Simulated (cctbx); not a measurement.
# What is wrong with this refinement?

Cell a = 7.2450 Å, b = 7.2450 Å, c = 5.5780 Å, α = 90.00°, β = 90.00°, γ = 90.00°; space group I4/mcm (no. 140). The compound is MnCuS2.

Simulated single-crystal data (cctbx): synchrotron X-rays, λ = 0.6889 Å, to d = 0.6 Å, 70 % of the full sphere, strongest reflection 5000 counts, noise from counting, a 3 % proportional error and a noise floor of 4 counts (s.d.); no absorption, and some extinction, which the refinements don't model.

An anisotropic refinement with weights 1/σ² prints:

```text
Rint 0.053, 211 unique reflections to 0.60 A
cycle     R1     wR2    GooF  max shift (A)
   1  0.0410  0.0823   2.131   0.00004
   2  0.0228  0.0519   1.345   0.00000
final R1 0.0228 wR2 0.0519 GooF 1.345  parameters 8  data/parameter 26.4
atom        x        y        z      Ueq    occ   su(xyz)  su(Uiso or U11)
Cu1    0.00000  0.00000  0.25000   0.0271  1.000  0.00000  0.0003
Mn1    0.00000  0.50000  0.25000   0.0264  1.000  0.00000  0.0003
P1     0.16823  0.33177  0.00000   0.0186  1.000  0.00012  0.0002
difference map: max 0.84 min -0.75 rms 0.20
Q1    0.0772  0.2009  0.0000   16    0.84  1.15 A from P1
Q2    0.1596  0.2752  0.0000   16    0.77  0.41 A from P1
Q3    0.0420  0.2681  0.5000   16    0.73  1.59 A from P1
Q4    0.0615  0.4385  0.3705   16    0.63  0.92 A from Mn1
Q5    0.1263  0.3737  0.0974   16    0.62  0.69 A from P1
Q6    0.0270  0.0789  0.0000   16    0.60  1.52 A from Cu1
```

Q: Accept it or mend it, and why?

Mend it. The fault: wrong element: P1 is S. Against the right model at the same level, R1 goes from 0.0173 to 0.0228 and GooF from 0.96 to 1.34. P1 has 1 electron too few and its U shrinks to make up, as expected (near an absorption edge f′ can widen the mismatch well beyond the difference in Z).

The compound is MnCuS2. The right model at the same level gives:

```text
Rint 0.053, 211 unique reflections to 0.60 A
cycle     R1     wR2    GooF  max shift (A)
   1  0.0229  0.0486   1.259   0.00023
   2  0.0173  0.0370   0.960   0.00000
final R1 0.0173 wR2 0.0370 GooF 0.960  parameters 8  data/parameter 26.4
atom        x        y        z      Ueq    occ   su(xyz)  su(Uiso or U11)
Cu1    0.00000  0.00000  0.25000   0.0267  1.000  0.00000  0.0002
Mn1    0.00000  0.50000  0.25000   0.0259  1.000  0.00000  0.0002
S1     0.16825  0.33175  0.00000   0.0209  1.000  0.00009  0.0002
difference map: max 0.82 min -0.77 rms 0.18
Q1    0.0750  0.1990  0.0000   16    0.83  1.18 A from S1
Q2    0.0418  0.2678  0.5000   16    0.77  1.59 A from S1
Q3    0.0620  0.4380  0.3696   16    0.65  0.92 A from Mn1
Q4    0.0273  0.0790  0.0000   16    0.60  1.52 A from Cu1
Q5    0.0749  0.2060  0.1871   32    0.54  1.54 A from S1
Q6    0.0429  0.3613  0.1509   32    0.47  1.19 A from Mn1
```

The model is made up (kin elements in a known structure type, no relaxation), so it says nothing on whether the phase exists.

[Middle refinement cycles are left out of these outputs.]

[Logs are printed without paths, hosts, clocks, repeated set-up lines and the standing remarks that a program may print on its own settings, such as how far it seeks lower states.]
